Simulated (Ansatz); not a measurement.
**Phonons of LuBRh3 (Pm-3m) against volume**

Does LuBRh3 (Pm-3m) expand much on heating, by its phonons?

Program: Ansatz 0.2.0. Level of theory: DFT PBEsol, scalar-relativistic, plane waves, PAW; PAW set soft_1. Values are calculated unless marked as measured.

## Step 1: The structure

Symmetry: Pm-3m, No. 221, cubic system. The conventional cell has a = 4.121 Å, b = 4.121 Å, c = 4.121 Å, α = 90.00°, β = 90.00°, γ = 90.00°. Lu has 12 Rh at 2.91 Å and 8 B at 3.57 Å nearest. B has 6 Rh at 2.06 Å and 8 Lu at 3.57 Å nearest. Nearest to Rh lie 2 B at 2.06 Å and 4 Lu at 2.91 Å and 8 Rh at 2.91 Å. Farther neighbours, and contacts between anions beyond the nearest, are not listed.

## Step 2: The dispersion

Stability and thermal properties need the whole zone. Linear response on a 2×2×2 q mesh gives force constants as far as a supercell of that size would.

Input file input.yaml:

```yaml
crystal:
  lattice:
    - [4.1207223729, 0.0, 0.0]
    - [0.0, 4.1207223729, 0.0]
    - [0.0, 0.0, 4.1207223729]
  atoms:
    - { symbol: Lu, position: [0.0, 0.0, 0.0] }
    - { symbol: B, position: [0.5, 0.5, 0.5] }
    - { symbol: Rh, position: [0.0, 0.5, 0.5] }
    - { symbol: Rh, position: [0.5, 0.0, 0.5] }
    - { symbol: Rh, position: [0.5, 0.5, 0.0] }
kpoints:
  mp_grid: { grid: [12, 12, 12] }
hamiltonian:
  xc: pbesol
  pseudopotentials: { kind: paw, azcp: { folder: soft_1 }, xc_functional: pbe }
scf:
  occupations: { method: methfessel_paxton, width: 0.2 }
output:
  eigenvalues: true
phonons:
  method: dfpt
  qmesh: [2, 2, 2]
  temperatures: { t_max: 1000, t_step: 50 }
  qpath:
    path:
      - [[0.0, 0.0, 0.0], [0.0, 0.5, 0.0], [0.5, 0.5, 0.0], [0.0, 0.0, 0.0], [0.5, 0.5, 0.5], [0.0, 0.5, 0.0]]
      - [[0.5, 0.5, 0.5], [0.5, 0.5, 0.0]]
    npoints: 10
```

Launch:

```bash
$ ansatz run input.yaml --threads 4 --pin off --max-ram 10240MiB --backend cpu --events-out ev --progress --plain --runs-dir out
```

Standard output:

```text
Engine: ansatz 0.2.0, aarch64-unknown-linux-gnu
Pseudopotentials: kind: paw
Pseudopotential: Lu, paw, valence charge 25, recommended cutoff 420 eV (normal), soft_1/Lu.paw.azcp
Pseudopotential: B, paw, valence charge 3, recommended cutoff 420 eV (normal), soft_1/B.paw.azcp
Pseudopotential: Rh, paw, valence charge 17, recommended cutoff 420 eV (normal), soft_1/Rh.paw.azcp
Functional definition: PBEsol
  exchange = pbesol_x
  correlation = pbesol_c
Crystal: 5 atoms, lattice volume = 69.971 Å³
Basis set: ecut = 420 eV, 1357 PW (Γ), exchange–correlation on 60×60×60 points (8 copies of the dense FFT grid, shifted against one another)
Bands: 48, of which v1, the nominal top of the filled ones, is band 40 counted from 1 (39 counted from 0)
Symmetry: 48 space group operations
k-points: 84 of 1728
Non-local potential: Lu, projectors of the file, l = 0: 3, l = 1: 2, l = 2: 2, l = 3: 3
Non-local potential: B, projectors of the file, l = 0: 2, l = 1: 2, l = 2: 1
Non-local potential: Rh, projectors of the file, l = 0: 3, l = 1: 2, l = 2: 2, l = 3: 1
PAW form: soft (Blöchl's): semilocal exchange-correlation on the pseudo side does not see the compensation charge
PAW frozen core: Lu, regenerated for the run's functional, and the local potential with it (the file was generated under x = pbe(κ = 0.804, μ = 0.219515), c = pbe(β = 0.066725))
PAW frozen core: B, regenerated for the run's functional, and the local potential with it (the file was generated under x = pbe(κ = 0.804, μ = 0.219515), c = pbe(β = 0.066725))
PAW frozen core: Rh, regenerated for the run's functional, and the local potential with it (the file was generated under x = pbe(κ = 0.804, μ = 0.219515), c = pbe(β = 0.066725))
PAW one-centre angular grid: Lu, 590 points (default); XC on 64 Gauss nodes
PAW one-centre angular grid: B, 110 points (default); XC on 64 Gauss nodes
PAW one-centre angular grid: Rh, 590 points (default); XC on 64 Gauss nodes
Initial density: superposition of atomic densities (chi_scale 0.1, normalization cell, long waves kept (reshape's long-wave potential 0.00 eV rms))
Initial wavefunctions: pseudopotential atomic-orbital guess
Functional: x = pbesol(κ = 0.804, μ = 0.123457), c = pbesol(β = 0.046)
SCF iter   1: F=—  HF=-33798.669780 eV  |F-HF|=—  |Δ(HF+E_count)|=         —  Δρ=2.81e-1  dr2=9.23e1  ethr=3.10e-3  ⟨swp⟩=5.7  Hψ=15821  notcnv=0
preconditioner: auto → Kerker (q_TF=auto, 2.784 Å⁻¹)  [metal: Δε(μ)=0.014 eV  Ē_g=11.270 eV  σ=0.200 eV  W_gap=0.06  n_scr=26 (ndim 8)  ℏωp=32.3 eV  f_vac=0.000  D(μ)=2.58/eV (n_scr^D=18)]
SCF iter   2: F=—  HF=-33789.638264 eV  |F-HF|=—  |Δ(HF+E_count)|=    9.03e0  S|Δr|=    0.00e0  Δρ=1.40e-1  dr2=2.53e1  ethr=3.10e-3  ⟨swp⟩=4.1  Hψ=9946  notcnv=0  defer=84
SCF iter   3: F=—  HF=-33786.685524 eV  |F-HF|=—  |Δ(HF+E_count)|=    2.95e0  S|Δr|=    0.00e0  Δρ=4.78e-2  dr2=3.69e0  ethr=3.10e-3  ⟨swp⟩=3.5  Hψ=10441  notcnv=0  defer=108
SCF iter   4: F=—  HF=-33785.575489 eV  |F-HF|=—  |Δ(HF+E_count)|=    1.11e0  S|Δr|=    0.00e0  Δρ=3.09e-2  dr2=1.47e0  ethr=3.10e-3  ⟨swp⟩=3.2  Hψ=10379  notcnv=0  defer=149
SCF iter   5: F=—  HF=-33785.156725 eV  |F-HF|=—  |Δ(HF+E_count)|=   4.19e-1  S|Δr|=    0.00e0  Δρ=1.30e-2  dr2=1.00e-1  ethr=1.86e-3  ⟨swp⟩=3.8  Hψ=8587  notcnv=0  defer=155
SCF iter   6: F=—  HF=-33785.138233 eV  |F-HF|=—  |Δ(HF+E_count)|=   1.85e-2  S|Δr|=    0.00e0  Δρ=3.48e-3  dr2=1.31e-2  ethr=1.27e-4  ⟨swp⟩=2.6  Hψ=8474  notcnv=0  defer=159
SCF iter   7: F=—  HF=-33785.129487 eV  |F-HF|=—  |Δ(HF+E_count)|=   8.75e-3  S|Δr|=    0.00e0  Δρ=9.67e-4  dr2=1.64e-3  ethr=1.66e-5  ⟨swp⟩=3.1  Hψ=7221  notcnv=0  defer=159
SCF iter   8: F=—  HF=-33785.129342 eV  |F-HF|=—  |Δ(HF+E_count)|=   1.45e-4  S|Δr|=    0.00e0  Δρ=6.75e-4  dr2=8.67e-4  ethr=2.08e-6  ⟨swp⟩=2.2  Hψ=5909  notcnv=0  defer=155
SCF iter   9: F=—  HF=-33785.129084 eV  |F-HF|=—  |Δ(HF+E_count)|=   2.57e-4  S|Δr|=    0.00e0  Δρ=1.87e-4  dr2=6.68e-5  ethr=1.10e-6  ⟨swp⟩=2.0  Hψ=6133  notcnv=0  defer=155
SCF iter  10: F=—  HF=-33785.129062 eV  |F-HF|=—  |Δ(HF+E_count)|=   2.24e-5  S|Δr|=    0.00e0  Δρ=2.53e-5  dr2=5.89e-7  ethr=8.45e-8  ⟨swp⟩=2.3  Hψ=7126  notcnv=0  defer=155
SCF iter  11: F=—  HF=-33785.129060 eV  |F-HF|=—  |Δ(HF+E_count)|=   1.89e-6  S|Δr|=    0.00e0  Δρ=9.36e-6  dr2=3.84e-8  ethr=7.46e-10  ⟨swp⟩=3.0  Hψ=8886  notcnv=0  defer=155
SCF iter  12: F=—  HF=-33785.129060 eV  |F-HF|=—  |Δ(HF+E_count)|=   7.95e-9  S|Δr|=    0.00e0  Δρ=1.47e-6  dr2=1.52e-9  ethr=4.86e-11  ⟨swp⟩=3.0  Hψ=7874  notcnv=0  defer=155
SCF iter  13: F=—  HF=-33785.129060 eV  |F-HF|=—  |Δ(HF+E_count)|=  1.60e-10  S|Δr|=    0.00e0  Δρ=3.52e-7  dr2=9.30e-11  ethr=1.92e-12  ⟨swp⟩=2.1  Hψ=6942  notcnv=0  defer=155
SCF iter  14: F=-33785.129060 eV  HF=-33785.129060 eV  |F-HF|=7.28e-12  |Δ(HF+E_count)|=  1.46e-11  S|Δr|=    0.00e0  Δρ=9.73e-8  dr2=6.97e-12  ethr=1.00e-12  ⟨swp⟩=17.0  Hψ=32782  notcnv=0
SCF 1 converged in 14 iterations: F = -33785.129060 eV  dr2 = 6.97e-12
  greatest PAW one-centre occupation: 0.999 electrons in one spin orbital (limit 2), on the Rh atom at site 4 (counted from 0), in its partial waves of l = 0
phonons: the bands overlap, so this run is a metal and interpolates without the dipole-dipole term. If the crystal is really an insulator or semiconductor, its LO-TO splitting is missing
NSCF: frozen V_eff on 84 k-points
WARN: eigensolver did not converge (k=83): 1 band(s) unlocked after 20 sweeps at ethr=2.28e-12 eV (storage-precision floor; scheduled 1.00e-12 eV) (lowest unlocked band 47, counted from 0; max residual 3.33e-6 eV among the unlocked bands, 3.33e-6 eV over every band; other slots of this pass that fall short are told together in one closing line; warning suppressed until the next SCF loop or pass starts)
NSCF: frozen V_eff on 343 k-points
DFPT response loops at q = (0, 0, 0) (fractional): preconditioner auto → Kerker (q_TF=auto, 2.784 Å⁻¹) (partly filled bands, converged f_vac=0.000); β = 1.00, the filter's whole step (`scf.mixing.beta` (0.50) is not read by the response loops under this deck's `scf.mixing.preconditioner`; to damp them name `kerker` or `kerker_dos`, under which they read `scf.mixing.beta`, and type it under 1.00, their step now; both keys bind the ground state too); Broyden in place of MSR1
NSCF: frozen V_eff on 686 k-points
DFPT response loops at q = (0, 0, -0.5) (fractional): mixed as the last ones told, above
NSCF: frozen V_eff on 686 k-points
DFPT response loops at q = (0, -0.5, -0.5) (fractional): mixed as the last ones told, above
NSCF: frozen V_eff on 686 k-points
DFPT response loops at q = (-0.5, -0.5, -0.5) (fractional): mixed as the last ones told, above
SCF converged after 14 iterations
Stability not checked: this state was not tested for a lower state beside it, because cold or Methfessel-Paxton smearing, or corrected tetrahedra, fill the levels in a way that the test cannot read (fill_not_monotonic; see scf.lower_state_search)
Free energy (F): -33785.129060 eV
Harris-Foulkes:  -33785.129060 eV  (|F-HF|=7.28e-12)
Internal energy: -33785.122193 eV  (E = F + TS)
E sigma→0 (E₀):  -33785.127343 eV
Entropy (-TS):   -0.006867 eV (-1.373 meV/atom)
Fermi energy:    19.453347 eV
--- Per-component energies (eV) ---
  E_band       = -183.318143
  E_kinetic    = 2086.481787
  E_local      = -10916.911598  (includes V_loc(G=0)·N_el)
  E_nonlocal   = 1597.384466
  E_hartree    = 4350.534174
  E_xc         = -843.935976
  E_vxc        = -1052.751386  (∫ρ·V_xc dr)
  E_paw        = -17997.964602  (= ΣΔE_a)
  E_vpaw       = -598.589893  (= ΣTr[D̂ρ^β])
  E_aug_tail   = 0.000175  (compensation charges beyond the density's cutoff)
  E_ewald      = -12062.745815
  E_core_change = 2.035197  (= ΣΔE_core)
  E_smearing   = -0.006867  (= −TS)
  E_closure    = 0.000000  (closes the sum)
  Σ components = -33785.129060   (vs F -33785.129060, Δ=0.00e0)
--- Band table (eV; the first three rows and the last of 84) ---
  k-point 0: bands = [... 36 lower, 18.7323, 18.7323, 19.7775, 19.7775, 19.7775, 19.7777, 23.5852, 23.5852, ... 4 higher]
  k-point 1: bands = [... 36 lower, 18.4940, 18.9863, 19.7259, 19.7777, 20.0398, 20.0398, 23.5536, 23.6876, ... 4 higher]
  k-point 2: bands = [... 36 lower, 18.1685, 19.0607, 19.5730, 19.7781, 20.5136, 20.5136, 23.4636, 23.9318, ... 4 higher]
  k-point 83: bands = [... 36 lower, 19.6048, 19.6048, 19.6048, 20.6989, 20.6989, 20.6989, 21.8958, 21.8958, ... 4 higher]
--- Phonons (Γ-DFPT): 4 representative perturbations + reference (Σ response iterations 14) ---
  ASR residual: 9.731e-5 → 0.000e0 eV/Å²; symmetrization residual: 2.320e-6 eV/Å²
  ASR residual per site (eV/Å²): 9.73e-5 1.13e-5 7.61e-5 7.61e-5 7.61e-5
  Γ frequencies (cm⁻¹): 0.00 0.00 0.00 113.75 113.75 113.75 151.17 151.17 151.17 152.91 152.91 152.91 558.94 558.94 558.94
--- Phonons (arbitrary-q DFPT): 4 irreducible q on the 2×2×2 mesh ---
  q = [0.0000, 0.0000, 0.0000] (star 1, of the zone-centre solve; hermiticity 2.33e-7, symmetrization 9.54e-13): -0.00 -0.00 -0.00 113.75 113.75 113.75 151.17 151.17 151.17 152.91 152.91 152.91 558.94 558.94 558.94
  q = [0.0000, 0.0000, -0.5000] (star 3, 9 solved perturbations in 2646 linear systems a pass and spin channel, the states on 343 of 1728 k-point pairs; hermiticity 1.20e-7, symmetrization 2.53e-12): 89.41 89.41 100.31 100.31 124.10 143.76 148.08 148.08 152.68 152.68 162.51 235.20 561.43 561.43 675.63
  q = [0.0000, -0.5000, -0.5000] (star 3, 9 solved perturbations in 2646 linear systems a pass and spin channel, the states on 343 of 1728 k-point pairs; hermiticity 1.47e-7, symmetrization 5.43e-13): 94.61 94.61 110.43 112.45 120.17 143.38 143.38 149.60 149.60 169.63 205.57 270.05 561.05 678.00 678.00
  q = [-0.5000, -0.5000, -0.5000] (star 1, 4 solved perturbations in 931 linear systems a pass and spin channel, the states on 343 of 1728 k-point pairs; hermiticity 3.49e-8, symmetrization 5.37e-12): 86.14 86.14 86.14 114.12 114.12 114.12 166.24 166.24 166.24 208.36 208.36 290.09 682.51 682.51 682.51
  sum rule: each row above includes the acoustic sum rule's correction from the zone centre's row sums; it moved no ω² by more than (0.53 cm⁻¹)²
  mesh force constants: q→R imaginary residual 4.79e-18; ASR residual 9.731e-5 → 0.000e0 eV/Å²; symmetrization residual 3.197e-14 eV/Å²
  interpolated dispersion: 62 rows × 15 modes
  density of states and harmonic sums: on the 16×16×16 q-mesh, interpolated from the force constants of a 2×2×2 supercell (no non-analytic term)
  largest difference from the sums on the solved wave vectors: F 6.05e-2 eV, S 9.28e-5 and C_V 3.22e-5 eV/K
  zero-point energy: 0.221167 eV/cell   skipped modes (ω ≤ 0): 3   left out of the sums: 4.88e-5 of the cell's modes: C_V's classical limit lies that fraction below 3 k_B per atom; for a crystal, a wire or a layer, F and S can be off by more, and a phonons.interpolated_qmesh denser along its periods is the remedy for the sampling
```

Wall time 12 min (4 threads of Arm Neoverse V2, shared host); peak memory 2.8 GiB; 48 min of CPU time.

Read from the output:

- volume per atom: 13.99 Å³
- gap on the k-mesh: 0 eV
- sum-rule residual before enforcement: 9.73e-5 eV/Å²
- lowest frequency on the path: 0 cm⁻¹
- point group: m-3m
- highest frequency on path, mesh or solved points: 682.5 cm⁻¹
- mean frequency: 237.9 cm⁻¹
- Debye temperature (second moment): 572 K
- logarithmic mean frequency: 183.7 cm⁻¹
- highest optical mode at the zone centre (no LO-TO term): 558.9 cm⁻¹
- lowest optical zone-centre mode: 113.8 cm⁻¹
- lowest mode on the q mesh (acoustic modes at Γ apart): 86.14 cm⁻¹
- zero-point energy per atom: 44.23 meV
- heat capacity at 300 K: 21.64 J/(mol atoms K)
- vibrational entropy at 300 K: 30.04 J/(mol atoms K)
- edges of the widest gap between branches, on path and mesh: 290.1, 558.9 cm⁻¹

Frequencies (cm⁻¹) solved at each irreducible wavevector; negative means imaginary. Frequencies by wavevector, by row:

```csv
q in reciprocal lattice units,star,mode 1,mode 2,mode 3,mode 4,mode 13,mode 14,mode 15
0 0 0,1,0,0,0,113.8,558.9,558.9,558.9
0 0 -0.5,3,89.4,89.4,100.3,100.3,561.4,561.4,675.6
0 -0.5 -0.5,3,94.6,94.6,110.4,112.5,561,678,678
-0.5 -0.5 -0.5,1,86.1,86.1,86.1,114.1,682.5,682.5,682.5
```

Symmetry leaves 4 wavevectors to solve. The lowest mode among them, the acoustic zeros apart, lies at q = (-0.5, -0.5, -0.5) and is real, 86.1 cm⁻¹.

## Step 3: Relaxing at another volume, volume ratio 0.97

The volume is scaled by 0.97 and held; symmetry leaves nothing to relax, so this is a single point. The modes can then be followed against volume.

input.yaml, the sections that differ from step 2:

```yaml
crystal:
  lattice:
    - [4.0790960686, 0.0, 0.0]
    - [0.0, 4.0790960686, 0.0]
    - [0.0, 0.0, 4.0790960686]
  atoms:
    - { symbol: Lu, position: [0.0, 0.0, 0.0] }
    - { symbol: B, position: [0.5, 0.5, 0.5] }
    - { symbol: Rh, position: [0.0, 0.5, 0.5] }
    - { symbol: Rh, position: [0.5, 0.0, 0.5] }
    - { symbol: Rh, position: [0.5, 0.5, 0.0] }
output:
  forces: true
  stress: true
  eigenvalues: true
# kpoints, hamiltonian, scf: as in step 2
# phonons: removed
```

Standard output:

```text
[...]
Crystal: 5 atoms, lattice volume = 67.872 Å³
Basis set: ecut = 420 eV, 1357 PW (Γ), exchange–correlation on 60×60×60 points (8 copies of the dense FFT grid, shifted against one another)
Bands: 48, of which v1, the nominal top of the filled ones, is band 40 counted from 1 (39 counted from 0)
Symmetry: 48 space group operations
[...]
k-points: 84 of 1728
[...]
k-point 0: bands = [... 36 lower, 19.4399, 19.4399, 20.5353, 20.5412, 20.5412, 20.5412, 24.4415, 24.4415, ... 4 higher]
  k-point 1: bands = [... 36 lower, 19.1948, 19.7079, 20.4805, 20.5413, 20.8084, 20.8084, 24.4068, 24.5425, ... 4 higher]
  k-point 2: bands = [... 36 lower, 18.8567, 19.7919, 20.3187, 20.5418, 21.2934, 21.2934, 24.3082, 24.7840, ... 4 higher]
  k-point 83: bands = [... 36 lower, 20.3559, 20.3559, 20.3559, 21.4817, 21.4817, 21.4817, 22.7278, 22.7278, ... 4 higher]
[key lines of the parts left out:]
SCF converged after 11 iterations
Free energy (F): -33785.085278 eV
Fermi energy:    20.196548 eV
P = ⅓ Tr σ = 6.8744 GPa (68.744 kbar)
```

The job ended after 6 s (4 threads; peak memory 0.51 GiB; 22 s of CPU time).

Read from the output:

```
pressure        : 6.874 GPa
volume per atom : 13.57 Å³
```

The run ends at a pressure of 6.87 GPa.

## Step 4: Phonons at the other volume, volume ratio 0.97

The phonons are repeated at this volume on the same meshes, so that differences come from the volume alone.

input.yaml: that of step 3 with these lines changed.

```diff
@@ -19,4 +19,11 @@
 output:
-  forces: true
-  stress: true
   eigenvalues: true
+phonons:
+  method: dfpt
+  qmesh: [2, 2, 2]
+  temperatures: { t_max: 1000, t_step: 50 }
+  qpath:
+    path:
+      - [[0.0, 0.0, 0.0], [0.0, 0.5, 0.0], [0.5, 0.5, 0.0], [0.0, 0.0, 0.0], [0.5, 0.5, 0.5], [0.0, 0.5, 0.0]]
+      - [[0.5, 0.5, 0.5], [0.5, 0.5, 0.0]]
+    npoints: 10
```

Standard output:

```text
[...]
Crystal: 5 atoms, lattice volume = 67.872 Å³
Basis set: ecut = 420 eV, 1357 PW (Γ), exchange–correlation on 60×60×60 points (8 copies of the dense FFT grid, shifted against one another)
Bands: 48, of which v1, the nominal top of the filled ones, is band 40 counted from 1 (39 counted from 0)
Symmetry: 48 space group operations
k-points: 84 of 1728
[...]
SCF iter   1: F=—  HF=-33798.541174 eV  |F-HF|=—  |Δ(HF+E_count)|=         —  Δρ=2.82e-1  dr2=8.87e1  ethr=3.10e-3  ⟨swp⟩=5.8  Hψ=16454  notcnv=0
[...]
SCF iter  15: F=-33785.085278 eV  HF=-33785.085278 eV  |F-HF|=7.28e-12  |Δ(HF+E_count)|=    0.00e0  S|Δr|=    0.00e0  Δρ=2.33e-8  dr2=4.73e-13  ethr=1.00e-12  ⟨swp⟩=7.0  Hψ=21535  notcnv=0
SCF 1 converged in 15 iterations: F = -33785.085278 eV  dr2 = 4.73e-13
[...]
NSCF: frozen V_eff on 84 k-points
[...]
SCF converged after 15 iterations
[...]
Free energy (F): -33785.085278 eV
[...]
Internal energy: -33785.079442 eV  (E = F + TS)
E sigma→0 (E₀):  -33785.083819 eV
Entropy (-TS):   -0.005836 eV (-1.167 meV/atom)
Fermi energy:    20.196561 eV
[...]
--- Band table (eV; the first three rows and the last of 84) ---
  k-point 0: bands = [... 36 lower, 19.4399, 19.4399, 20.5353, 20.5412, 20.5412, 20.5412, 24.4415, 24.4415, ... 4 higher]
  k-point 1: bands = [... 36 lower, 19.1948, 19.7079, 20.4805, 20.5413, 20.8084, 20.8084, 24.4069, 24.5425, ... 4 higher]
  k-point 2: bands = [... 36 lower, 18.8567, 19.7919, 20.3188, 20.5418, 21.2934, 21.2934, 24.3082, 24.7841, ... 4 higher]
  k-point 83: bands = [... 36 lower, 20.3560, 20.3560, 20.3560, 21.4817, 21.4817, 21.4817, 22.7278, 22.7278, ... 4 higher]
[...]
ASR residual: 2.475e-5 → 0.000e0 eV/Å²; symmetrization residual: 6.114e-6 eV/Å²
  ASR residual per site (eV/Å²): 2.47e-5 4.70e-6 5.42e-6 5.42e-6 5.42e-6
[...]
--- Phonons (arbitrary-q DFPT): 4 irreducible q on the 2×2×2 mesh ---
[...]
interpolated dispersion: 62 rows × 15 modes
[...]
```

It took 12 min on 4 threads; peak memory 2.8 GiB.

This step gave:

| Property | Result |
| --- | --- |
| sum-rule residual before enforcement | 2.47e-5 eV/Å² |
| highest frequency on path, mesh or solved points | 712.5 cm⁻¹ |
| mean frequency | 250.9 cm⁻¹ |
| Debye temperature (second moment) | 603 K |
| logarithmic mean frequency | 193.8 cm⁻¹ |
| highest optical mode at the zone centre (no LO-TO term) | 594.4 cm⁻¹ |
| lowest optical zone-centre mode | 118.8 cm⁻¹ |
| lowest mode on the q mesh (acoustic modes at Γ apart) | 90.25 cm⁻¹ |
| zero-point energy per atom | 46.67 meV |
| heat capacity at 300 K | 21.38 J/(mol atoms K) |
| vibrational entropy at 300 K | 28.88 J/(mol atoms K) |
| edges of the widest gap between branches, on path and mesh | 308, 594.4 cm⁻¹ |

Frequencies (cm⁻¹) solved at each irreducible wavevector; negative means imaginary. Frequencies by wavevector, by row:

```csv
q in reciprocal lattice units,star,mode 1,mode 2,mode 3,mode 4,mode 13,mode 14,mode 15
0 0 0,1,0,0,0,118.8,594.4,594.4,594.4
0 0 -0.5,3,93.9,93.9,104.8,104.8,596.7,596.7,705.8
0 -0.5 -0.5,3,98.3,98.3,115.4,117,596.3,707.8,707.8
-0.5 -0.5 -0.5,1,90.2,90.2,90.2,117.3,712.5,712.5,712.5
```

The highest optical mode at the zone centre (no LO-TO term) is 594.4 cm⁻¹, +35.4 cm⁻¹ against the base run.

## Step 5: Relaxing at another volume, volume ratio 1.03

The volume is scaled by 1.03 and held; symmetry leaves nothing to relax, so this is a single point. The modes can then be followed against volume.

input.yaml, the sections that differ from step 4:

```yaml
crystal:
  lattice:
    - [4.1615242578, 0.0, 0.0]
    - [0.0, 4.1615242578, 0.0]
    - [0.0, 0.0, 4.1615242578]
  atoms:
    - { symbol: Lu, position: [0.0, 0.0, 0.0] }
    - { symbol: B, position: [0.5, 0.5, 0.5] }
    - { symbol: Rh, position: [0.0, 0.5, 0.5] }
    - { symbol: Rh, position: [0.5, 0.0, 0.5] }
    - { symbol: Rh, position: [0.5, 0.5, 0.0] }
output:
  forces: true
  stress: true
  eigenvalues: true
# kpoints, hamiltonian, scf: as in step 4
# phonons: removed
```

Standard output:

```text
[...]
Crystal: 5 atoms, lattice volume = 72.070 Å³
Basis set: ecut = 420 eV, 1365 PW (Γ), exchange–correlation on 60×60×60 points (8 copies of the dense FFT grid, shifted against one another)
Bands: 48, of which v1, the nominal top of the filled ones, is band 40 counted from 1 (39 counted from 0)
Symmetry: 48 space group operations
[...]
k-points: 84 of 1728
[...]
k-point 0: bands = [... 36 lower, 18.0686, 18.0686, 19.0592, 19.0592, 19.0592, 19.0648, 22.7774, 22.7774, ... 4 higher]
  k-point 1: bands = [... 36 lower, 17.8363, 18.3087, 19.0158, 19.0593, 19.3171, 19.3171, 22.7487, 22.8811, ... 4 higher]
  k-point 2: bands = [... 36 lower, 17.5204, 18.3739, 18.8709, 19.0597, 19.7804, 19.7804, 22.6665, 23.1270, ... 4 higher]
  k-point 83: bands = [... 36 lower, 18.8980, 18.8980, 18.8980, 19.9658, 19.9658, 19.9658, 21.1124, 21.1124, ... 4 higher]
[key lines of the parts left out:]
SCF converged after 11 iterations
Free energy (F): -33785.089935 eV
Fermi energy:    18.753788 eV
P = ⅓ Tr σ = -5.8129 GPa (-58.129 kbar)
```

Wall time 6 s (4 threads); peak memory 0.52 GiB.

Numbers from this step:

* pressure: -5.813 GPa
* volume per atom: 14.41 Å³

The run ends at a pressure of -5.81 GPa.

(Continued in part 2 of 2.)

[Long decimals in the printed logs are rounded to 6 places.]

[Logs are printed without paths, hosts, clocks, repeated set-up lines and the standing remarks that a program may print on its own settings, such as how far it seeks lower states.]

[Hosts, paths, dates, database ids (printed as entryN), source tags and the programs' standing remarks are cut or masked in the printed files.]

[Where the starting crystal was built by hand or by swapping elements, it need not be the compound's stable phase.]
